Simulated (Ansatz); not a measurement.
System: BaTiO3 (R3m).

```
Ba Ti O
1.0
     2.82737    1.63238    2.31839
    -2.82737    1.63238    2.31839
     0.00000   -3.26476    2.31839
Ba Ti O
1 1 3
Cartesian
  0.0000 0.0000 0.0000
  0.0000 0.0000 3.3698
  0.0000 1.6033 2.3988
  -1.3885 -0.8017 2.3988
  1.3885 -0.8017 2.3988
```

The cell and positions come from the Crystallography Open Database and are kept as given unless a step says otherwise. Spin-orbit coupling is left out unless a run names it.

Gaps computed with Ansatz 0.2.0 without a self-energy: LDA 2.35 eV.

**Question.** What gap should G0W0 on LDA give (6×6×6 mesh, 1079 empty bands, screening to 380 eV, hard PAW files)?

About 4.18 eV: on its mesh the run moves the gap from 2.35 eV by +1.83 eV. Bands and cutoff are finite, so the gap is not at the basis limit. The miss can reach some tenths of an eV and take either sign; the mesh is an error of its own. The many-body steps are scalar-relativistic: spin-orbit coupling is not in them.

[Paths, hosts, dates, memory and timing lines, banners, echoed tables and standing remarks are left out of the program output.]

[Logs are printed without paths, hosts, clocks, repeated set-up lines and the standing remarks that a program may print on its own settings, such as how far it seeks lower states.]

[Runs of the session that timed out or met a known fault of the program may be left out.]

[Cells called generated may have been cut or substituted from an entry of the Crystallography Open Database or the Materials Project.]

[Hosts, paths, dates, database ids (printed as entryN), source tags and the programs' standing remarks are cut or masked in the printed files.]
